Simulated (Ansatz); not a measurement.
**BaC2 (I4/mmm): from the cell to its phonons**

How does BaC2 (I4/mmm) vibrate, and is this structure a minimum?

Program: Ansatz 0.2.0. Level of theory: DFT PBEsol, scalar-relativistic, plane waves, PAW. Results are calculated unless marked as measured.

**1. Set-up**

The structure is tetragonal, space group I4/mmm (No. 139). The conventional cell has a = 4.407 Å, b = 4.407 Å, c = 7.269 Å, α = 90.00°, β = 90.00°, γ = 90.00°. Nearest to Ba lie 10 C at 3.00 to 3.18 Å. C has 1 C at 1.26 Å and 5 Ba at 3.00 to 3.18 Å nearest. Farther neighbours are not listed.

**2. Bringing the structure to rest**

The cell and atoms are relaxed, since residual forces and stress would shift the frequencies.

The input, input.yaml:

```yaml
crystal:
  lattice:
    - [-2.203521, 2.203521, 3.634493]
    - [2.203521, -2.203521, 3.634493]
    - [2.203521, 2.203521, -3.634493]
  atoms:
    - { symbol: Ba, position: [0.0, 0.0, 0.0] }
    - { symbol: C, position: [0.587008, 0.587008, 0.0] }
    - { symbol: C, position: [0.412992, 0.412992, 0.0] }
kpoints:
  mp_grid: { grid: [8, 8, 8] }
hamiltonian:
  xc: pbesol
scf:
  occupations: { method: gaussian, width: 0.02 }
output:
  forces: true
  stress: true
  eigenvalues: true
  write_density: true
  write_potential: true
  elf: true
  volumetric_format: npy
relax:
  adjacent_minimum: "off"
  f_tol: 0.005
  max_steps: 80
  cell: { stress_tol: 0.05 }
```

Launch:

```console
> ansatz run input.yaml --threads 4 --pin off --max-ram 7168MiB --backend cpu --events-out ev --progress --plain --runs-dir out
```

Numbers of over 12 decimals in the logs are rounded to 6 here.

The program printed:

```text
Engine: ansatz 0.2.0, aarch64-unknown-linux-gnu
Pseudopotentials: kind: paw
Pseudopotential: Ba, paw, valence charge 10, recommended cutoff 420 eV (normal), Ba.paw.azcp
Pseudopotential: C, paw, valence charge 4, recommended cutoff 420 eV (normal), C.paw.azcp
Functional definition: PBEsol
  exchange = pbesol_x
  correlation = pbesol_c
Crystal: 3 atoms, lattice volume = 70.589 Å³
Basis set: ecut = 420 eV, 1373 PW (Γ), exchange–correlation on 72×72×72 points (8 copies of the dense FFT grid, shifted against one another)
Bands: 13, of which v1, the nominal top of the filled ones, is band 9 counted from 1 (8 counted from 0)
Symmetry: 16 space group operations
Space group: I4/mmm (ITA 139), of the structure as read, at distance tolerance 4.1e-5 Å
k-points: 59 of 512
Non-local potential: Ba, projectors of the file, l = 0: 3, l = 1: 2, l = 2: 2, l = 3: 2
Non-local potential: C, projectors of the file, l = 0: 2, l = 1: 2, l = 2: 1
PAW form: soft (Blöchl's): semilocal exchange-correlation on the pseudo side does not see the compensation charge
PAW frozen core: Ba, regenerated for the run's functional, and the local potential with it (the file was generated under x = pbe(κ = 0.804, μ = 0.219515), c = pbe(β = 0.066725))
PAW frozen core: C, regenerated for the run's functional, and the local potential with it (the file was generated under x = pbe(κ = 0.804, μ = 0.219515), c = pbe(β = 0.066725))
PAW one-centre angular grid: Ba, 194 points (default); XC on 64 Gauss nodes
PAW one-centre angular grid: C, 110 points (default); XC on 64 Gauss nodes
Initial density: superposition of atomic densities (neutral atoms: chi_scale 0, normalization atom), corrected by the library's trained network
Initial wavefunctions: pseudopotential atomic-orbital guess
Functional: x = pbesol(κ = 0.804, μ = 0.123457), c = pbesol(β = 0.046)
SCF iter   1: F=—  HF=-6355.482217 eV  |F-HF|=—  |Δ(HF+E_count)|=         —  Δρ=4.19e-3  dr2=1.57e-2  ethr=1.77e-3  ⟨swp⟩=7.9  Hψ=6147  notcnv=0
preconditioner: auto → none  [insulator: Δε(μ)=1.472 eV  Ē_g=11.455 eV  σ=0.020 eV  W_gap=1.00  n_scr=14 (ndim 8)  ℏωp=17.7 eV  f_vac=0.004  D(μ)=0.00/eV (n_scr^D=0)  ε∞_Penn≈3.4]
SCF iter   2: F=—  HF=-6355.479105 eV  |F-HF|=—  |Δ(HF+E_count)|=   3.11e-3  Δρ=1.48e-3  dr2=1.12e-3  ethr=8.72e-5  ⟨swp⟩=2.9  Hψ=1858  notcnv=0
SCF iter   3: F=—  HF=-6355.479198 eV  |F-HF|=—  |Δ(HF+E_count)|=   9.29e-5  Δρ=7.24e-4  dr2=1.90e-4  ethr=6.24e-6  ⟨swp⟩=2.1  Hψ=1202  notcnv=0
SCF iter   4: F=—  HF=-6355.479387 eV  |F-HF|=—  |Δ(HF+E_count)|=   1.89e-4  Δρ=1.61e-4  dr2=1.20e-5  ethr=1.06e-6  ⟨swp⟩=2.2  Hψ=1029  notcnv=0
SCF iter   5: F=—  HF=-6355.479399 eV  |F-HF|=—  |Δ(HF+E_count)|=   1.12e-5  Δρ=2.48e-5  dr2=2.18e-7  ethr=6.64e-8  ⟨swp⟩=2.9  Hψ=1255  notcnv=0
SCF iter   6: F=-6355.479399 eV  HF=-6355.479399 eV  |F-HF|=3.75e-9  |Δ(HF+E_count)|=   4.62e-7  Δρ=3.00e-6  dr2=3.62e-9  ethr=5.56e-10  ⟨swp⟩=10.4  Hψ=6104  notcnv=0
SCF 1 converged in 6 iterations: F = -6355.479399 eV  dr2 = 3.62e-9
  greatest PAW one-centre occupation: 0.955 electrons in one spin orbital (limit 2), on the Ba atom at site 0 (counted from 0), in its partial waves of l = 0
relax step   1: F+E_penalty+E_count = -6355.47939913 eV  Δ(F+E_penalty+E_count) = +0.000e0 eV  max|allowed force component| = 6.289e-2 eV/Å  Δτ_max = 0.0000 Å  P = -2.308 GPa  Ω = 70.589 Å³  (6 SCF iters, dr2 threshold 1.00e-7 eV, accepted)
Crystal: 3 atoms, lattice volume = 62.781 Å³
Basis set: ecut = 420 eV, 1251 PW (Γ), exchange–correlation on 72×72×72 points (8 copies of the dense FFT grid, shifted against one another)
Initial density: handed on by an earlier stage of this run
Initial wavefunctions: those handed on with the density
iter 1 solved again at ethr=2.43e-4 eV; its pass at ethr=3.10e-3 eV (dr2=4.38e-2 eV) is discarded
SCF iter   1: F=—  HF=-6355.480086 eV  |F-HF|=—  |Δ(HF+E_count)|=         —  Δρ=8.14e-3  dr2=4.41e-2  ethr=2.43e-4  ⟨swp⟩=1.1  Hψ=6472  notcnv=0
preconditioner: auto → none  [insulator: Δε(μ)=1.192 eV  Ē_g=11.642 eV  σ=0.020 eV  W_gap=1.00  n_scr=14 (ndim 8)  ℏωp=18.7 eV  f_vac=0.000  D(μ)=0.00/eV (n_scr^D=0)  ε∞_Penn≈3.6]
SCF iter   2: F=—  HF=-6355.468022 eV  |F-HF|=—  |Δ(HF+E_count)|=   1.21e-2  Δρ=2.75e-3  dr2=3.26e-3  ethr=2.43e-4  ⟨swp⟩=2.2  Hψ=1219  notcnv=0
SCF iter   3: F=—  HF=-6355.467877 eV  |F-HF|=—  |Δ(HF+E_count)|=   1.44e-4  Δρ=8.59e-4  dr2=2.98e-4  ethr=1.81e-5  ⟨swp⟩=2.3  Hψ=1477  notcnv=0
SCF iter   4: F=—  HF=-6355.467960 eV  |F-HF|=—  |Δ(HF+E_count)|=   8.23e-5  Δρ=1.16e-4  dr2=5.10e-6  ethr=1.66e-6  ⟨swp⟩=2.6  Hψ=1178  notcnv=0
iter 5 did not close the SCF: its close was put off for the readings that it lacked (scf_convergence_deferred on its scf_iter line)
SCF iter   5: F=-6355.467967 eV  HF=-6355.467967 eV  |F-HF|=2.28e-7  |Δ(HF+E_count)|=   7.00e-6  Δρ=1.95e-5  dr2=2.36e-7  ethr=2.83e-8  ⟨swp⟩=2.4  Hψ=1269  notcnv=0
SCF iter   6: F=-6355.467967 eV  HF=-6355.467967 eV  |F-HF|=1.29e-9  |Δ(HF+E_count)|=   2.87e-7  Δρ=2.17e-6  dr2=2.05e-9  ethr=1.31e-9  ⟨swp⟩=8.2  Hψ=6479  notcnv=0
SCF 2 converged in 6 iterations: F = -6355.467967 eV  dr2 = 2.05e-9
  greatest PAW one-centre occupation: 0.956 electrons in one spin orbital (limit 2), on the Ba atom at site 0 (counted from 0), in its partial waves of l = 0
relax step   2: F+E_penalty+E_count = -6355.46796701 eV  Δ(F+E_penalty+E_count) = +1.143e-2 eV  max|allowed force component| = 3.230e-1 eV/Å  Δτ_max = 0.0247 Å  P = +3.293 GPa  Ω = 62.781 Å³  energy of the carried Pulay correction = +7.550e-3 eV  (6 SCF iters, dr2 threshold 3.00e-7 eV, rejected (line search))
Crystal: 3 atoms, lattice volume = 67.222 Å³
Basis set: ecut = 420 eV, 1291 PW (Γ), exchange–correlation on 72×72×72 points (8 copies of the dense FFT grid, shifted against one another)
iter 1 solved again at ethr=9.47e-5 eV; its pass at ethr=3.10e-3 eV (dr2=1.70e-2 eV) is discarded
SCF iter   1: F=—  HF=-6355.513680 eV  |F-HF|=—  |Δ(HF+E_count)|=         —  Δρ=4.97e-3  dr2=1.73e-2  ethr=9.47e-5  ⟨swp⟩=1.2  Hψ=6396  notcnv=0
preconditioner: auto → none  [insulator: Δε(μ)=1.329 eV  Ē_g=11.505 eV  σ=0.020 eV  W_gap=1.00  n_scr=14 (ndim 8)  ℏωp=18.1 eV  f_vac=0.013  D(μ)=0.00/eV (n_scr^D=0)  ε∞_Penn≈3.5]
SCF iter   2: F=—  HF=-6355.510063 eV  |F-HF|=—  |Δ(HF+E_count)|=   3.62e-3  Δρ=1.91e-3  dr2=2.16e-3  ethr=9.47e-5  ⟨swp⟩=2.5  Hψ=1479  notcnv=0
SCF iter   3: F=—  HF=-6355.509821 eV  |F-HF|=—  |Δ(HF+E_count)|=   2.42e-4  Δρ=9.15e-4  dr2=4.50e-4  ethr=1.20e-5  ⟨swp⟩=2.3  Hψ=1255  notcnv=0
SCF iter   4: F=—  HF=-6355.509860 eV  |F-HF|=—  |Δ(HF+E_count)|=   3.97e-5  Δρ=1.42e-4  dr2=8.43e-6  ethr=2.50e-6  ⟨swp⟩=2.0  Hψ=1170  notcnv=0
SCF iter   5: F=—  HF=-6355.509867 eV  |F-HF|=—  |Δ(HF+E_count)|=   6.50e-6  Δρ=2.00e-5  dr2=3.33e-7  ethr=4.68e-8  ⟨swp⟩=2.4  Hψ=1301  notcnv=0
SCF iter   6: F=—  HF=-6355.509867 eV  |F-HF|=—  |Δ(HF+E_count)|=   3.99e-7  Δρ=3.53e-6  dr2=6.78e-9  ethr=1.85e-9  ⟨swp⟩=2.4  Hψ=1144  notcnv=0
SCF iter   7: F=—  HF=-6355.509867 eV  |F-HF|=—  |Δ(HF+E_count)|=   1.05e-8  Δρ=7.58e-7  dr2=2.36e-10  ethr=3.77e-11  ⟨swp⟩=2.4  Hψ=1307  notcnv=0
SCF iter   8: F=-6355.509867 eV  HF=-6355.509867 eV  |F-HF|=6.37e-12  |Δ(HF+E_count)|=  1.84e-10  Δρ=8.53e-8  dr2=6.12e-12  ethr=1.00e-12  ⟨swp⟩=7.4  Hψ=4293  notcnv=0
the search or the solves at the SCF's close seem to have found levels that the self-consistency loop had missed (the run counts 1). By its estimate they hold under 1e-12 electrons; where the run keeps them, the occupations were computed again with them
SCF 3 converged in 8 iterations: F = -6355.509867 eV  dr2 = 6.12e-12
relax step   3: F+E_penalty+E_count = -6355.50986721 eV  Δ(F+E_penalty+E_count) = -3.047e-2 eV  max|allowed force component| = 8.971e-2 eV/Å  Δτ_max = 0.0071 Å  P = -0.352 GPa  Ω = 67.222 Å³  energy of the carried Pulay correction = +3.151e-3 eV  (8 SCF iters, accepted)
[...]
relax step   4: F+E_penalty+E_count = -6355.51075847 eV  Δ(F+E_penalty+E_count) = -8.913e-4 eV  max|allowed force component| = 6.017e-4 eV/Å  Δτ_max = 0.0000 Å  P = +0.032 GPa  Ω = 66.756 Å³  energy of the carried Pulay correction = +3.599e-3 eV  (6 SCF iters, dr2 threshold 3.00e-7 eV, accepted)
[...]
relax step   5: F+E_penalty+E_count = -6355.51072689 eV  Δ(F+E_penalty+E_count) = +3.159e-5 eV  max|allowed force component| = 8.502e-6 eV/Å  Δτ_max = 0.0002 Å  P = +0.002 GPa  Ω = 66.795 Å³  energy of the carried Pulay correction = +3.562e-3 eV  (6 SCF iters, accepted)
[...]
relax step   6: F+E_penalty+E_count = -6355.50792886 eV  Δ(F+E_penalty+E_count) = +2.798e-3 eV  max|allowed force component| = 3.112e-3 eV/Å  Δτ_max = 0.0000 Å  P = -0.058 GPa  Ω = 66.795 Å³  stress off target by 6.48e-2 GPa  SCF on the basis re-selected at this cell (its energy is not comparable with the rows above)  (6 SCF iters)
[...]
relax step   7: F+E_penalty+E_count = -6355.50786543 eV  Δ(F+E_penalty+E_count) = +6.343e-5 eV  max|allowed force component| = 1.491e-1 eV/Å  Δτ_max = 0.0010 Å  P = -0.151 GPa  Ω = 66.726 Å³  energy of the carried Pulay correction = +6.891e-5 eV  (6 SCF iters, rejected (line search))
[...]
relax step   8: F+E_penalty+E_count = -6355.50798661 eV  Δ(F+E_penalty+E_count) = -5.774e-5 eV  max|allowed force component| = 5.184e-5 eV/Å  Δτ_max = 0.0001 Å  P = -0.030 GPa  Ω = 66.750 Å³  energy of the carried Pulay correction = +4.461e-5 eV  (6 SCF iters, accepted)
iter 1 solved again at ethr=7.71e-7 eV; its pass at ethr=3.10e-3 eV (dr2=1.39e-4 eV) is discarded
SCF iter   1: F=—  HF=-6355.507952 eV  |F-HF|=—  |Δ(HF+E_count)|=         —  Δρ=2.21e-6  dr2=2.41e-9  ethr=7.71e-7  ⟨swp⟩=3.0  Hψ=8004  notcnv=0
eigensolver tolerance schedule: the retry pair's looser diagonalisation over-reported the residual by 57515.73 of it (diagonalisation noise at an unbounded share of the residual, at the tolerance the schedule requests for it); recorded, not acted on — ethr = c·dr2/N_el stays at c = 1.0e-1
preconditioner: auto → none  [insulator: Δε(μ)=1.374 eV  Ē_g=11.549 eV  σ=0.020 eV  W_gap=1.00  n_scr=14 (ndim 8)  ℏωp=18.2 eV  f_vac=0.001  D(μ)=0.00/eV (n_scr^D=0)  ε∞_Penn≈3.5]
SCF iter   2: F=—  HF=-6355.507952 eV  |F-HF|=—  |Δ(HF+E_count)|=   8.55e-8  Δρ=1.77e-6  dr2=2.62e-9  ethr=1.34e-11  ⟨swp⟩=3.9  Hψ=1934  notcnv=0
SCF iter   3: F=—  HF=-6355.507952 eV  |F-HF|=—  |Δ(HF+E_count)|=  5.18e-10  Δρ=9.77e-7  dr2=6.22e-10  ethr=1.34e-11  ⟨swp⟩=2.1  Hψ=930  notcnv=0
iter 4 did not close the SCF: its close was put off for the readings that it lacked (scf_convergence_deferred on its scf_iter line)
SCF iter   4: F=-6355.507952 eV  HF=-6355.507952 eV  |F-HF|=2.73e-12  |Δ(HF+E_count)|=  4.46e-11  Δρ=1.21e-7  dr2=6.67e-12  ethr=3.45e-12  ⟨swp⟩=2.0  Hψ=1003  notcnv=0
iter 5 did not close the SCF: its close was put off for the readings that it lacked (scf_convergence_deferred on its scf_iter line)
SCF iter   5: F=-6355.507952 eV  HF=-6355.507952 eV  |F-HF|=4.55e-12  |Δ(HF+E_count)|=  5.46e-12  Δρ=5.42e-8  dr2=3.47e-12  ethr=1.00e-12  ⟨swp⟩=1.0  Hψ=767  notcnv=0
iter 6 did not close the SCF: its close was put off for the readings that it lacked (scf_convergence_deferred on its scf_iter line)
SCF iter   6: F=-6355.507952 eV  HF=-6355.507952 eV  |F-HF|=1.82e-12  |Δ(HF+E_count)|=  2.73e-12  Δρ=2.59e-8  dr2=6.88e-13  ethr=1.00e-12  ⟨swp⟩=1.0  Hψ=767  notcnv=0
iter 7 did not close the SCF: its close was put off for the readings that it lacked (scf_convergence_deferred on its scf_iter line)
SCF iter   7: F=-6355.507952 eV  HF=-6355.507952 eV  |F-HF|=9.09e-13  |Δ(HF+E_count)|=  4.55e-12  Δρ=1.04e-8  dr2=1.25e-13  ethr=1.00e-12  ⟨swp⟩=1.0  Hψ=767  notcnv=0
SCF iter   8: F=-6355.507952 eV  HF=-6355.507952 eV  |F-HF|=0.00e0  |Δ(HF+E_count)|=  2.73e-12  Δρ=5.68e-9  dr2=3.23e-14  ethr=1.00e-12  ⟨swp⟩=3.8  Hψ=2672  notcnv=0
SCF 9 converged in 8 iterations: F = -6355.507952 eV  dr2 = 3.23e-14
relax step   9: F+E_penalty+E_count = -6355.50795173 eV  Δ(F+E_penalty+E_count) = +3.488e-5 eV  max|allowed force component| = 1.221e-5 eV/Å  Δτ_max = 0.0000 Å  P = -0.030 GPa  Ω = 66.750 Å³  stress off target by 3.47e-2 GPa  SCF on the basis re-selected at this cell (its energy is not comparable with the rows above)  (8 SCF iters)
basis re-selected at this cell: Δ(F+E_penalty+E_count) = +3.488e-5 eV, ΔP = -0.000 GPa vs the last step (what re-selecting the basis moved, of the pressure what is left beyond the Pulay correction that the steps carried, after the strain that the cell walked since its last selection, with what the two solves' SCF thresholds leave and, on support functions, any second-order correction that the steps lacked; it is no m [...]
SCF converged after 8 iterations
Free energy (F): -6355.507952 eV
Harris-Foulkes:  -6355.507952 eV  (|F-HF|=0.00e0)
Internal energy: -6355.507952 eV  (E = F + TS)
E sigma→0 (E₀):  -6355.507952 eV
Fermi energy:    5.715697 eV
--- Per-component energies (eV) ---
  E_band       = -64.196651
  E_kinetic    = 340.433953
  E_local      = -561.798046  (includes V_loc(G=0)·N_el)
  E_nonlocal   = 114.423649
  E_hartree    = 171.725474
  E_xc         = -260.242054
  E_vxc        = -251.367801  (∫ρ·V_xc dr)
  E_paw        = -5330.226722  (= ΣΔE_a)
  E_vpaw       = -49.339364  (= ΣTr[D̂ρ^β])
  E_aug_tail   = 0.000012  (compensation charges beyond the density's cutoff)
  E_ewald      = -830.017852
  E_core_change = 0.193634  (= ΣΔE_core)
  E_smearing   = -0.000000  (= −TS)
  E_closure    = 0.000000  (closes the sum)
  Σ components = -6355.507952   (vs F -6355.507952, Δ=0.00e0)
--- Forces (eV/Å), atoms counted from 1 ---
  atom   1  Ba    -0.00000000     0.00000000     0.00000000
  atom   2  C     -0.00000000    -0.00000000     0.00001221
  atom   3  C      0.00000000     0.00000000    -0.00001221
  max |Σ_I F_I| component: 2.78e-17 eV/Å
--- Stress (GPa, compression-positive) ---
       -0.034722      -0.000000       0.000000
       -0.000000      -0.034722       0.000000
        0.000000       0.000000      -0.020556
  P = ⅓ Tr σ = -0.0300 GPa (-0.300 kbar)
--- Band table (eV; the first three rows and the last of 59) ---
  k-point 0: bands = [... 5 lower, 2.4729, 3.2353, 4.1338, 4.1338, 8.2005, 8.2005, 8.8086, 9.9570]
  k-point 1: bands = [... 5 lower, 2.4104, 3.1540, 3.8697, 4.0970, 7.8078, 8.7371, 9.3277, 10.4191]
  k-point 2: bands = [... 5 lower, 2.3347, 3.0166, 3.9078, 4.0730, 7.1099, 10.1076, 10.6615, 11.0081]
  k-point 58: bands = [... 5 lower, 2.1226, 4.0081, 4.0081, 4.7858, 7.6949, 11.2631, 11.4813, 11.4813]
--- Relaxed structure (7 steps of the walk, 5 accepted, 2 SCFs on fresh bases) ---
  F+E_penalty+E_count = -6355.50795173 eV   max|allowed force component| = 1.221e-5 eV/Å   (the final SCF, on the basis selected at the relaxed cell)
  cell:  # Å, volume = 66.7498 Å³
    - [-2.157438, 2.157438, 3.585201]
    - [2.157438, -2.157438, 3.585201]
    - [2.157438, 2.157438, -3.585201]
  atoms:
    - { symbol: Ba, position: [0, 0, 0] }
    - { symbol: C, position: [0.587979, 0.587979, 0] }
    - { symbol: C, position: [0.412021, 0.412021, 0] }
```

The job ended after 9.9 s (4 threads of Arm Neoverse V2, shared host; peak memory 0.41 GiB).

Step by step:

| step | energy less that of the first step (eV) | largest force component (eV/Å) | pressure (GPa) | volume (Å³) |
| --- | --- | --- | --- | --- |
| 1 | 0.0000 | 0.0629 | -2.31 | 70.59 |
| 2 | 0.0114 | 0.3230 | 3.29 | 62.78 |
| 3 | -0.0305 | 0.0897 | -0.35 | 67.22 |
| 4 | -0.0314 | 0.0006 | 0.03 | 66.76 |
| 5 | -0.0313 | 0.0000 | 0.00 | 66.80 |
| 6* | -0.0285 | 0.0031 | -0.06 | 66.80 |
| 7 | -0.0285 | 0.1491 | -0.15 | 66.73 |
| 8 | -0.0286 | 0.0001 | -0.03 | 66.75 |
| 9* | -0.0286 | 0.0000 | -0.03 | 66.75 |

Relaxation steps marked * repeat the geometry before them on a plane-wave basis chosen anew for their cell, so energy and pressure can jump there. Relaxation steps 2, 7 were tried and not accepted.

The run keeps the 16 symmetry operations that it works with, so distortions that break them were not tested.

| conventional cell, symmetrised | before | after | change |
| --- | --- | --- | --- |
| a (Å) | 4.407 | 4.315 | -2.1 % |
| b (Å) | 4.407 | 4.315 | -2.1 % |
| c (Å) | 7.269 | 7.170 | -1.4 % |
| volume (Å³/atom) | 23.53 | 22.25 | -5.4 % |

The relaxed structure:

```cif
data_structure
_symmetry_space_group_name_H-M 'P 1'
_symmetry_Int_Tables_number 1
_cell_length_a 4.7077
_cell_length_b 4.7077
_cell_length_c 4.7077
_cell_angle_alpha 125.448
_cell_angle_beta 125.448
_cell_angle_gamma 80.797
_cell_volume 66.75
loop_
_atom_site_label
_atom_site_type_symbol
_atom_site_fract_x
_atom_site_fract_y
_atom_site_fract_z
_atom_site_occupancy
Ba1 Ba 0.00000 0.00000 0.00000 1
C2 C 0.58798 0.58798 0.00000 1
C3 C 0.41202 0.41202 0.00000 1
```

Numbers from this step:

```yaml
pressure: -0.03000 GPa
gap_on_the_k_mesh: 1.374 eV
volume_per_atom: 22.25 Å³
direct_gap_on_mesh: 2.142 eV
```

Valence density in the ac plane of the conventional cell at fractional y = 0.000, with atoms of Ba and C within 0.2 Å of it. It is the smooth field of the valence electrons, not physical close to the nuclei.

Ten even steps from '_' (0.0 e/Å³) to '@' (2.6 e/Å³), each cell a mean:
```
::====::____________..--++::
==++--..______________::==++
==--::________________..::--
....______________________..
____________________________
____________________________
::..____________________..::
++--..________________..::==
##++::________________..--**
##++::..______________..==**
@@**::..______________..==%%
@@**::..______________..==%%
%%++::..______________..==##
**++::..______________..--**
**==::________________..--++
--::..__________________..--
....______________________..
____________________________
..__________________________
::::..__________________..::
====--..______________::--==
--====::____________..--++==
..--==::____________..====::
```
Columns run along a (4.3 Å), rows up along c (7.2 Å), edges of the conventional cell, whose origin can differ from the input's. Atoms in or near the plane, at fractional coordinates: Ba at (0.00, 0.00), C at (0.00, 0.59), C at (0.00, 0.41).

Electrostatic potential energy in the ac plane of the conventional cell at fractional y = 0.000, with atoms of Ba and C within 0.2 Å of it. With pseudopotentials it is smooth inside the atoms' cores, unlike the true potential.

Values in eV, 23 rows by 14 columns, each cell a mean:
```
-38 -36 -28 -13   1   6   8   8   7   4  -4 -21 -32 -37
-33 -30 -21  -7   3   7   8   8   8   5   0 -13 -26 -32
-21 -17  -8   1   5   7   9   9   8   7   4  -3 -13 -20
 -4  -1   2   5   7   8   9   9   9   8   6   4   1  -3
  6   6   7   8   9   9  10  10   9   9   8   8   7   6
  9   9   9  10  10  10  10  10  10  10  10   9   9   9
  5   7   9  10  10  10  10  10  10  10  10  10   8   6
-22  -8   5   9  10  10   9   9  10  10  10   8   0 -16
-49 -35  -4   7   9   9   9   9   9  10   9   4 -17 -46
-49 -41  -7   7   9   9   9   8   9   9   9   3 -22 -49
-41 -23   0   8   9   9   8   8   9   9   9   6  -8 -35
-30 -13   3   8   9   9   8   8   9   9   9   7  -3 -22
-49 -35  -4   7   9   9   8   8   9   9   9   4 -17 -46
-49 -41  -7   7   9   9   9   9   9   9   9   3 -22 -49
-40 -22   1   8  10  10   9   9   9  10   9   6  -8 -33
 -4   2   8  10  10  10  10   9  10  10  10   9   6  -1
  8   9  10  10  10  10  10  10  10  10  10  10   9   8
  8   8   8   9   9  10  10  10  10   9   9   9   8   8
  2   3   5   7   8   9   9   9   9   9   7   6   4   2
-13  -9  -2   3   6   8   9   9   9   7   5   1  -6 -11
-29 -25 -15  -3   4   7   8   9   8   6   2  -8 -20 -28
-37 -34 -25 -10   2   6   8   8   7   5  -3 -18 -30 -36
-40 -37 -29 -14   0   6   8   8   7   4  -5 -22 -34 -38
```
Columns run along a (4.3 Å; values clipped at the 3rd and 97th percentile), rows up along c (7.2 Å), edges of the conventional cell, whose origin can differ from the input's. Atoms in or near the plane, at fractional coordinates: Ba at (0.00, 0.00), C at (0.00, 0.59), C at (0.00, 0.41).

(Continued in part 2 of 3.)

[Logs are printed without paths, hosts, clocks, repeated set-up lines and the standing remarks that a program may print on its own settings, such as how far it seeks lower states.]

[Hosts, paths, dates, database ids (printed as entryN), source tags and the programs' standing remarks are cut or masked in the printed files.]
